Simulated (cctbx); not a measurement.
# Lattice, Laue class and space group of a new crystal

Cell: a = 7.2510 Å, b = 7.2510 Å, c = 3.8930 Å, α = 90.00°, β = 90.00°, γ = 120.00°. Expected content of the cell: Bi1 Yb1 Rh6 P3.

Simulated single-crystal data (cctbx): Mo Kα, λ = 0.71073 Å, to d = 0.75 Å, 95 % of the full sphere, strongest reflection 5000 counts, noise from counting, a 2 % proportional error and a noise floor of 15 counts (s.d.); no absorption.

A first pass over the reflections prints:

```text
1673 reflections to d = 0.753 A
centring   violations  <I/sigma> of those
    A        714 of   827     10.9
    B        708 of   824     10.8
    C        708 of   841     10.8
    I        712 of   830     10.9
    R        932 of  1117     10.9
    F       1065 of  1246     10.9
Laue class    unique    Rint  (classes that these axes allow; Friedel mates merged)
P -1              878   0.067
P 1 1 2/m         505   0.072
P -3              297   0.076
P -3 1 m          172   0.095
P -3 m 1          185   0.096
P 6/m             172   0.077
P 6/m m m         116   0.097
space group    extra absences  I>4sigma  <I/sigma>
P 6 2 2                 0          0         -  acentric
P 6 m m                 0          0         -  acentric
P -6 m 2                0          0         -  acentric
P -6 2 m                0          0         -  acentric
P 6/m m m               0          0         -  centric
Wilson B = 0.10 A^2   <|E^2-1|> = 0.579 (0.968 centric, 0.736 acentric)   E^2>4: 0.0 %
shell (A)         n   <I/sigma>
 6.28 - 1.50     21     35.8
 1.50 - 1.19     16     35.9
 1.19 - 1.04     12     33.6
 1.04 - 0.95     14     28.3
 0.95 - 0.88     15     26.0
 0.88 - 0.83     10     28.5
 0.83 - 0.79     14     19.7
 0.79 - 0.75     14     24.6
```

Q: Read the symmetry from these tables.

Every centring test has many violations, so the lattice is primitive.

Rint stays low (0.067 to 0.097) up to P 6/m m m, the highest class in these axes. It includes Bijvoet differences, since Friedel mates are merged.

5 settings pass the absence test. No glide or screw absences show, which leaves P 6 2 2, P 6 m m, P -6 m 2, P -6 2 m and P 6/m m m.

⟨|E²−1|⟩ = 0.579 leans to a non-centrosymmetric structure, or to twinning, which lowers it. The Wilson B of 0.10 Å² means U ≈ 0.0013 Å², too small to be real: the Wilson fit fails with so few reflections and atoms.

The true group is P-6 (no. 174), Laue class 6/m, non-centrosymmetric. It isn't in the list: pseudo-symmetry or weak reflections misled the tests.

The crystal is twinned by the law (0 1 0 1 0 0 0 0 -1) with a minor fraction of 0.2; Rint in the higher class falls towards the noise as the fraction nears 1/2.

The model was made for the exercise: a known structure type with other elements put in, its volume estimated, not relaxed; displacement parameters are assumed.

[Logs are printed without paths, hosts, clocks, repeated set-up lines and the standing remarks that a program may print on its own settings, such as how far it seeks lower states.]
